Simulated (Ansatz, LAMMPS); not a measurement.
# Aqueous Mg2+ and TFSI-, 1.0 mol of salt per kg of water at 360 K (196 atoms): support functions against a reference

Aim: test how closely localised support functions follow the reference on aqueous Mg2+ and TFSI-, 1.0 mol of salt per kg of water at 360 K (196 atoms), and at what cost. A setting counts as converged where the r.m.s. difference of forces stays under 1 % of the r.m.s. force.

Program: Ansatz 0.2.0. Level of theory: Kohn-Sham DFT, PBE+D4, PAW (set soft_2), plane waves. Values are calculated unless marked as measured.

## Step 1: Starting point

The cell holds 196 atoms: 2 N, 4 S, 63 O, 4 C, 12 F, 110 H and 1 Mg. Its edges and angles: a = 12.788 Å, b = 12.788 Å, c = 12.788 Å, α = 90.0°, β = 90.0°, γ = 90.0°. 55 H2O, 1 Mg2+, 2 TFSI- placed at random, at 1.25 g/cm³; overlaps pushed apart, then 10 ps at 420 K with divalent ions of Li, Roberts, Chakravorty and Merz (J. Chem. Theory Comput. 9, 2733 (2013)); MMFF94 bonds, angles, torsions, charges and radii (Halgren, J. Comput. Chem. 17, 490 (1996)) in harmonic and 12-6 forms; SPC/E water (Berendsen, Grigera and Straatsma, J. Phys. Chem. 91, 6269 (1987)). Snapshot after 20 ps at 360 K and fixed volume.

Before any run, some limits are plain. The network of contacts between molecules at the start is that of the classical potential that made the cell, and needn't be the one that DFT or experiment would give. The density was typed from a rule of thumb and may lie off the real one at this temperature. Sampling is at Γ alone, for a cell whose shortest periodic width is 13 Å.

## Step 2: Making the structure

A classical potential makes the cell, at a small fraction of what the same run would cost in DFT.

This step: classical MD, divalent ions of Li, Roberts, Chakravorty and Merz (J. Chem. Theory Comput. 9, 2733 (2013)); MMFF94 bonds, angles, torsions, charges and radii (Halgren, J. Comput. Chem. 17, 490 (1996)) in harmonic and 12-6 forms; SPC/E water (Berendsen, Grigera and Straatsma, J. Phys. Chem. 91, 6269 (1987)) (LAMMPS 22 Jul 2025 - Update 4).

The input, in.lmp:

```
# aqueous Mg2+ and TFSI-, 1.0 mol of salt per kg of water
units real
atom_style full
boundary p p p
bond_style harmonic
angle_style harmonic
dihedral_style opls
improper_style harmonic
special_bonds lj 0 0 0.5 coul 0 0 0.75
read_data data.lmp
neigh_modify delay 0 every 1 check yes one 4000
comm_modify cutoff 12.0
timestep 0.5
thermo_style custom step time temp pe press density
thermo_modify norm yes
# push overlapping molecules apart
pair_style soft 2.6
pair_coeff * * 0.0
variable a equal ramp(1,60)
fix ad all adapt 1 pair soft a * * v_a
velocity all create 420 412905 mom yes dist gaussian
fix lim all nve/limit 0.03
fix lan all langevin 420 420 50 412906 zero yes
thermo 1000
run 3000 post no
unfix ad
pair_style lj/cut/coul/long 9.0
pair_modify mix arithmetic tail yes
pair_coeff 1 1 0.0721 3.5530   # N
pair_coeff 2 2 0.2681 3.4180   # S
pair_coeff 3 3 0.0763 3.0960   # O
pair_coeff 4 4 0.0678 3.3680   # C
pair_coeff 5 5 0.0801 2.5590   # F
pair_coeff 6 6 0.1553 3.1660   # O
# [... 21 lines left out ...]
compute msd all msd com yes
thermo 5000
fix md all nvt temp 360 360 100
run 20000 post no
print "== T360: mean square displacement over the hold $(c_msd[4]:%.2f) A^2"
unfix md
uncompute msd
write_dump all custom T360.dump id type xs ys zs modify sort id
```

Launch:

```console
$ lmp -in in.lmp -log none -nocite
```

The log of the run:

```text
LAMMPS (22 Jul 2025 - Update 4)
Reading data file ...
  orthogonal box = (0 0 0) to (12.78775 12.78775 12.78775)
  196 atoms
  orthogonal box = (0 0 0) to (12.78775 12.78775 12.78775)
  138 bonds
  105 angles
  48 dihedrals
   Step          Time           Temp          PotEng         Press         Density
         0   0              420            0.36545585     1654.2556      1.2510012
      1000   500            423.33098      1.130447       24058.29       1.2510012
      2000   1000           423.70146      0.86874004     30070.798      1.2510012
      3000   1500           390.3797       0.78761959     25091.704      1.2510012
Loop time of 0.246746 s on 1 MPI rank(s) for 3000 steps with 196 atoms
PPPM initialization ...
  G vector (1/distance) = 0.30109041
  grid = 8 8 8
  estimated relative force accuracy = 7.1728123e-05
   Step          Time           Temp          PotEng         Press         Density
      3000   1500           390.3797       1.1958153      25647.687      1.2510012
      3100   1550           390.3797      -4.4634116     -1005.9842      1.2510012
      3200   1600           390.3797      -4.7737519     -120.1185       1.2510012
      3300   1650           390.3797      -4.8764913      477.20847      1.2510012
Loop time of 0.615916 s on 1 MPI rank(s) for 300 steps with 196 atoms
Minimization stats:
  Stopping criterion = max iterations
  Energy initial, next-to-last, final =
      1.19581525090517  -4.87573416124601   -4.8764912924407
  Force two-norm initial, final = 769.05167 17.480014
  Iterations, force evaluations = 300 588
   Step          Time           Temp          PotEng         Press         Density
         0   0              420           -4.8764913      853.57317      1.2510012
      1000   500            442.54361     -3.5049547      4319.0771      1.2510012
      2000   1000           372.6519      -3.5243975      8452.9742      1.2510012
Loop time of 1.50319 s on 1 MPI rank(s) for 2000 steps with 196 atoms
   Step          Time           Temp          PotEng         Press         Density
      2000   1000           519.05086     -3.8687081     -2482.8632      1.2510012
[... 5 lines left out ...]
Loop time of 8.0958 s on 1 MPI rank(s) for 10000 steps with 196 atoms
   Step          Time           Temp          PotEng         Press         Density
[... 4 lines left out ...]
Loop time of 3.99797 s on 1 MPI rank(s) for 5000 steps with 196 atoms
   Step          Time           Temp          PotEng         Press         Density
[... 2 lines left out ...]
     25000   24000          373.56035     -4.1028952     -664.097        1.2510012
     30000   29000          384.83542     -3.970847      -991.31365      1.2510012
     35000   34000          345.32655     -3.8263059      5369.4668      1.2510012
     37000   36000          395.11781     -4.0178652     -2580.7006      1.2510012
Loop time of 15.7964 s on 1 MPI rank(s) for 20000 steps with 196 atoms
== T360: mean square displacement over the hold 35.08 A^2
```

It took 30 s on 1 thread of Arm Neoverse V1, shared host; peak memory 0.12 GiB.

The input also reads data.lmp (atoms, bonds and types; not printed here).

## Step 3: Plane-wave single point

The first run fixes the reference, at a cutoff of 420 eV.

The input, input.yaml:

```yaml
crystal:
  lattice:
    - [12.78775, 0.0, 0.0]
    - [0.0, 12.78775, 0.0]
    - [0.0, 0.0, 12.78775]
  atoms:
    - { symbol: "N", position: [0.08633, 0.12811, 0.48738] }
    - { symbol: S, position: [0.09916, 0.15351, 0.36956] }
    - { symbol: O, position: [0.19289, 0.11097, 0.32066] }
    - { symbol: O, position: [0.01719, 0.12842, 0.29525] }
    - { symbol: C, position: [0.10986, 0.29747, 0.38165] }
    - { symbol: F, position: [0.11456, 0.31994, 0.48748] }
    - { symbol: F, position: [0.19586, 0.33554, 0.33272] }
    - { symbol: F, position: [0.02587, 0.35484, 0.34133] }
    - { symbol: S, position: [0.96807, 0.13541, 0.51167] }
    - { symbol: O, position: [0.90832, 0.22187, 0.4665] }
    - { symbol: O, position: [0.93781, 0.12148, 0.62249] }
    - { symbol: C, position: [0.91915, 0.00827, 0.45156] }
    - { symbol: F, position: [0.99717, 0.93677, 0.42441] }
    - { symbol: F, position: [0.85273, 0.95553, 0.51892] }
    - { symbol: F, position: [0.8539, 0.02613, 0.37068] }
    - { symbol: "N", position: [0.57759, 0.83941, 0.02323] }
    - { symbol: S, position: [0.65148, 0.85053, 0.9237] }
    - { symbol: O, position: [0.76367, 0.85136, 0.94776] }
    - { symbol: O, position: [0.62526, 0.78483, 0.83786] }
    - { symbol: C, position: [0.61855, 0.98985, 0.89202] }
    - { symbol: F, position: [0.56033, 0.0007, 0.8101] }
    - { symbol: F, position: [0.56308, 0.03681, 0.97474] }
    - { symbol: F, position: [0.70779, 0.05197, 0.88627] }
    - { symbol: S, position: [0.46334, 0.8177, 0.9876] }
    - { symbol: O, position: [0.42571, 0.87459, 0.89375] }
    - { symbol: O, position: [0.38642, 0.82917, 0.07518] }
    - { symbol: C, position: [0.47051, 0.67728, 0.94145] }
    - { symbol: F, position: [0.38086, 0.6273, 0.9754] }
    - { symbol: F, position: [0.47137, 0.66709, 0.83942] }
    - { symbol: F, position: [0.54827, 0.62063, 0.97763] }
    - { symbol: O, position: [0.02971, 0.7932, 0.67888] }
    - { symbol: H, position: [0.06228, 0.74306, 0.62848] }
    [... 158 atom lines left out ...]
    - { symbol: H, position: [0.58547, 0.37074, 0.37116] }
    - { symbol: H, position: [0.68651, 0.42011, 0.31066] }
    - { symbol: O, position: [0.0631, 0.43826, 0.87296] }
    - { symbol: H, position: [0.0715, 0.36089, 0.86526] }
    - { symbol: H, position: [0.98709, 0.45582, 0.87827] }
    - { symbol: Mg, position: [0.06747, 0.9111, 0.08073] }
kpoints:
  mp_grid: { grid: [1, 1, 1] }
hamiltonian:
  xc: pbe
  dispersion: d4
scf:
  occupations: { method: fixed }
output:
  forces: true
  stress: true
  populations: true
  dos:
    method: { smearing: { sigma: 0.1 } }
    de: 0.1
    projected: { site_lists: { C: [C], F: [F], H: [H], Mg: [Mg], "N": ["N"] } }
  eigenvalues: true
  write_density: true
  write_potential: true
  volumetric_format: npy
```

Launch:

```console
$ ansatz run input.yaml --threads 8 --pin off --max-ram 15872MiB --backend cpu --events-out ev --progress --plain --runs-dir out
```

The log of the run:

```text
Engine: ansatz 0.2.0, aarch64-unknown-linux-gnu
Pseudopotentials: kind: paw
Pseudopotential: N, paw, valence charge 5, recommended cutoff 420 eV (normal), N.paw.azcp
Pseudopotential: S, paw, valence charge 6, recommended cutoff 420 eV (normal), S.paw.azcp
Pseudopotential: O, paw, valence charge 6, recommended cutoff 420 eV (normal), O.paw.azcp
Pseudopotential: C, paw, valence charge 4, recommended cutoff 420 eV (normal), C.paw.azcp
Pseudopotential: F, paw, valence charge 7, recommended cutoff 420 eV (normal), F.paw.azcp
Pseudopotential: H, paw, valence charge 1, recommended cutoff 420 eV (normal), H.paw.azcp
Pseudopotential: Mg, paw, valence charge 10, recommended cutoff 420 eV (normal), Mg.paw.azcp
[... 5 lines on functional and potentials left out ...]
Crystal: 196 atoms, lattice volume = 2091.137 Å³
Basis set: ecut = 420 eV, 40747 PW (Γ), exchange–correlation on 180×180×180 points (8 copies of the dense FFT grid, shifted against one another)
Bands: 512, of which v1, the nominal top of the filled ones, is band 316 counted from 1 (315 counted from 0)
Symmetry: 1 space group operations
Space group: P1 (ITA 1), of the structure as read, at distance tolerance 1.3e-4 Å
k-points: 1
[... 15 lines on functional and potentials left out ...]
Initial density: superposition of atomic densities (neutral atoms: chi_scale 0, normalization atom), corrected by the library's trained network
Initial wavefunctions: pseudopotential atomic-orbital guess
Functional: x = pbe(κ = 0.804, μ = 0.219515), c = pbe(β = 0.066725)
SCF iter   1: F=—  HF=-54509.788433 eV  |F-HF|=—  |Δ(HF+E_count)|=         —  Δρ=4.52e-3  dr2=7.14e-1  ethr=1.77e-3  ⟨swp⟩=5.0  Hψ=2084  notcnv=0  defer=194
preconditioner: auto → Resta (q_TF=auto, 2.235 Å⁻¹)  ε∞=2.3  [insulator: Δε(μ)=4.264 eV  Ē_g=17.182 eV  n_scr=388 (ndim 8)  ℏωp=19.9 eV  f_vac=0.282  ε∞_Penn≈2.3]
SCF iter   2: F=—  HF=-54509.528942 eV  |F-HF|=—  |Δ(HF+E_count)|=   2.59e-1  Δρ=2.32e-3  dr2=1.61e-1  ethr=1.13e-4  ⟨swp⟩=3.0  Hψ=842  notcnv=0  defer=194
SCF iter   3: F=—  HF=-54509.469120 eV  |F-HF|=—  |Δ(HF+E_count)|=   5.98e-2  Δρ=1.17e-3  dr2=4.87e-2  ethr=2.55e-5  ⟨swp⟩=3.0  Hψ=635  notcnv=0  defer=194
SCF iter   4: F=—  HF=-54509.451777 eV  |F-HF|=—  |Δ(HF+E_count)|=   1.73e-2  Δρ=4.97e-4  dr2=6.47e-3  ethr=7.71e-6  ⟨swp⟩=3.0  Hψ=889  notcnv=0  defer=194
SCF iter   5: F=—  HF=-54509.450604 eV  |F-HF|=—  |Δ(HF+E_count)|=   1.17e-3  Δρ=3.16e-4  dr2=2.03e-3  ethr=1.02e-6  ⟨swp⟩=3.0  Hψ=623  notcnv=0  defer=194
SCF iter   6: F=—  HF=-54509.450220 eV  |F-HF|=—  |Δ(HF+E_count)|=   3.84e-4  Δρ=8.76e-5  dr2=1.53e-4  ethr=3.21e-7  ⟨swp⟩=2.0  Hψ=571  notcnv=0  defer=194
SCF iter   7: F=—  HF=-54509.450187 eV  |F-HF|=—  |Δ(HF+E_count)|=   3.23e-5  Δρ=3.47e-5  dr2=2.12e-5  ethr=2.42e-8  ⟨swp⟩=2.0  Hψ=624  notcnv=0  defer=192
SCF iter   8: F=—  HF=-54509.450835 eV  |F-HF|=—  |Δ(HF+E_count)|=   6.47e-4  Δρ=1.47e-5  dr2=4.02e-6  ethr=3.36e-9  ⟨swp⟩=2.0  Hψ=632  notcnv=0  defer=192
SCF iter   9: F=—  HF=-54509.450835 eV  |F-HF|=—  |Δ(HF+E_count)|=   5.00e-7  Δρ=4.85e-6  dr2=4.94e-7  ethr=6.36e-10  ⟨swp⟩=2.0  Hψ=571  notcnv=0  defer=192
SCF iter  10: F=-54509.450835 eV  HF=-54509.450835 eV  |F-HF|=7.03e-9  |Δ(HF+E_count)|=   4.11e-8  Δρ=1.86e-6  dr2=6.76e-8  ethr=1.58e-11  ⟨swp⟩=23.0  Hψ=5188  notcnv=0
SCF 1 converged in 10 iterations: F = -54509.450835 eV  dr2 = 6.76e-8
  greatest PAW one-centre occupation: 1.000 electrons in one spin orbital (limit 2), on the Mg atom at site 195 (counted from 0), in its partial waves of l = 0
WARN: The input density's exchange-correlation potential varies sharply where the density is thin. Do not read a vacuum level from v_tot or v_xc, or from such a field of the output density. On a cell that repeats whose density bears no net charge and no dipole along the vacuum's axis use v_es (v_loc + v_h of the components); [...]
SCF converged after 10 iterations
Free energy (F): -54509.450835 eV
Harris-Foulkes:  -54509.450835 eV  (|F-HF|=7.03e-9)
Internal energy: -54509.450835 eV  (E = F + TS)
E sigma→0 (E₀):  -54509.450835 eV
Fermi energy:    -1.399319 eV
--- Per-component energies (eV) ---
  E_band       = -6398.745361
  E_kinetic    = 16138.648311
  E_local      = -61580.712662  (includes V_loc(G=0)·N_el)
  E_nonlocal   = 4488.992414
  E_hartree    = 23470.200334
  E_xc         = -7258.986987
  E_vxc        = -9125.585410  (∫ρ·V_xc dr)
  E_paw        = -15796.538401  (= ΣΔE_a)
  E_vpaw       = -3260.535778  (= ΣTr[D̂ρ^β])
  E_aug_tail   = 0.054413  (compensation charges beyond the density's cutoff)
  E_ewald      = -13963.294786
  E_disp       = -7.813472  (pairwise vdW)
  E_smearing   = -0.000000  (= −TS)
  E_closure    = 0.000000  (closes the sum)
  Σ components = -54509.450835   (vs F -54509.450835, Δ=0.00e0)
--- Forces (eV/Å), atoms counted from 1 ---
  atom   1  N      0.70292616    -0.72761936     0.65033151
  atom   2  S      1.49287300    -0.80801158    -3.43070798
  atom   3  O      1.13421067     0.56111929     1.56443988
  atom   4  O     -1.59444911     0.91044021     0.58222597
  atom   5  C      0.12953533     2.89317619     0.56869096
  atom   6  F      0.22520078     0.20204422    -1.78633128
  atom   7  F     -0.66439162    -1.17085074     0.87820721
  atom   8  F      1.17905179    -1.64582297     0.23923544
  atom   9  S     -3.36556553    -0.55776800     2.25367674
  atom  10  O      0.58454549    -0.45139708    -0.42175845
  atom  11  O      1.88344966     0.20413015    -1.46645128
  atom  12  C     -1.30596143    -2.47979945    -0.79921893
  atom  13  F     -1.37264288     1.83579857     0.51966249
  atom  14  F      0.99090767     0.40592572     0.51840764
[...]
atom 195  H      0.23786315    -0.30886898    -0.38968142
  atom 196  Mg     0.10209776     0.12833021    -0.53436666
  max |Σ_I F_I| component: 1.21e-4 eV/Å
--- Stress (GPa, compression-positive) ---
       -1.551017       0.347439       0.119349
        0.347439      -2.018465      -0.118047
        0.119349      -0.118047      -1.575294
  P = ⅓ Tr σ = -1.7149 GPa (-17.149 kbar)
--- Band table (eV) ---
  k-point 0: bands = ["-73.2317", "-40.0104", "-40.0016", "-39.9770", [... 496 levels ...], "11.2800", "11.3129", "11.3466", "11.3518", "11.4143", "11.4349", "11.4466", "11.4723", "11.4890", "11.5169", "11.5533", "11.5821"]
--- Löwdin populations: 196 sites ---
  site symbol       q [e]
     0      N      5.7732
     1      S      3.8045
     2      O      6.6830
[...]
195     Mg      8.3703
  spilling = 0.012243 (of n_electrons = 632.000000)
```

Run time: 31 s. Hardware: 8 threads of Arm Neoverse V1, shared host; peak memory 3.2 GiB; 3.9 min of CPU time.

The program notes that the exchange-correlation potential is rough where the density is thin.

Read from the output:

```yaml
free_energy: -54509.4508 eV
free_energy_per_atom: -278.1094 eV/atom
scf_cycles: 10
pressure: -1.715 GPa
r_m_s_force_component: 0.743 eV/Å
longest_force: 4.089 eV/Å
fermi_energy: -1.399 eV
spacing_of_highest_filled_and_lowest_empty_level: 3.8 eV
spilling_of_the_projection: 0.01224
```

Neighbours are counted within 1.21 Å (H-O), 1.88 Å (O-S), 2.48 Å (O-Mg), 1.62 Å (F-C), 2.21 Å (C-S), 1.98 Å (S-N).

Length of the force by element and coordination:

```
element  coordination  atoms  mean length of the force (eV/Å)  spread  least   most
      C           all      4                             3.09   0.167   2.91   3.33
      F           all     12                             1.54   0.424  0.794   2.35
      H           all    110                             1.07   0.306  0.427   1.69
     Mg           all      1                            0.559       0  0.559  0.559
      N           all      2                             1.22   0.018   1.20   1.24
      O           all     63                            0.931   0.454  0.213    2.4
      O             1      8                             1.71   0.530  0.851    2.4
      O             2     49                            0.763   0.265  0.213   1.46
      O             3      6                             1.26   0.234  0.929   1.66
      S           all      4                             3.43   0.642   2.40   4.09
```

Löwdin charges by element and coordination (they lack the spilled electrons, 0.039 e an atom on average):

```
element  coordination  atoms  mean charge (e)  spread   least    most
      C           all      4            0.646  0.0158   0.632   0.673
      F           all     12           -0.200  0.0268  -0.240  -0.150
      H           all    110            0.392  0.0114   0.367   0.438
     Mg           all      1             1.63       0    1.63    1.63
      N           all      2           -0.804  0.0305  -0.834  -0.773
      O           all     63           -0.703    0.03  -0.781  -0.641
      O             1      8           -0.696  0.0197  -0.732  -0.669
      O             2     49           -0.696  0.0225  -0.742  -0.641
      O             3      6           -0.768  0.0099  -0.781  -0.751
      S           all      4             2.17  0.0282    2.12    2.20
```

Density of states as counts of states in windows of 1 eV (from the Fermi level), total and the larger projections:

```
from (eV)  to (eV)  total   H s   F p
      -18      -17   19.4   4.2   0.0
      -17      -15    0.0   0.0   0.0
      -15      -14    2.0   0.0   0.2
      -14      -13    2.0   0.0   0.2
      -13      -12    4.1   0.0   1.4
      -12      -11    3.9   0.0   1.4
      -11      -10    4.5   0.0   1.5
      -10       -9   17.4   0.2  10.2
       -9       -8   11.1   1.5   2.2
       -8       -7   41.3  10.5   0.9
       -7       -6   67.7  16.7   4.9
       -6       -5   40.8   3.5  19.0
       -5       -4   32.1   1.2  15.9
       -4       -3   59.4   3.8   3.5
       -3       -2   56.3   1.8   1.6
       -2       -1   65.5   0.6   0.4
       -1        0   60.1   0.2   0.1
        0        1    1.6   0.0   0.0
        1        3    0.0   0.0   0.0
        3        4    2.1   0.1   0.2
        4        5   11.9   2.5   0.6
```

With fixed occupations the program's Fermi level is the highest filled level; weight inside the gap is the broadening of levels at its edges.

Between -26 and -18 eV lie 127 more states.

Not all projections were asked for or kept, so they needn't add up to the total.

The levels nearest the highest filled one (over half full), pooled over k-points and spins:

```
level less the highest filled one (eV)  occupation
                                -0.265           2
                                -0.208           2
                                -0.181           2
                                -0.135           2
                                -0.006           2
                                     0           2
                                  3.80           0
                                  4.14           0
                                  4.29           0
                                  4.45           0
                                  4.70           0
                                  4.84           0
```

[end of part 1 of 2]

[Long decimals in the printed logs are rounded to 6 places.]

[Logs are printed without paths, hosts, clocks, repeated set-up lines and the standing remarks that a program may print on its own settings, such as how far it seeks lower states.]

[Hosts, paths, dates, database ids (printed as entryN), source tags and the programs' standing remarks are cut or masked in the printed files.]

[The MMFF94 radii named for the starting cell were scaled by 0.96; in molecules described by MMFF94, hydrogen bound to N, O or S took a small fixed 12-6 site in their place.]
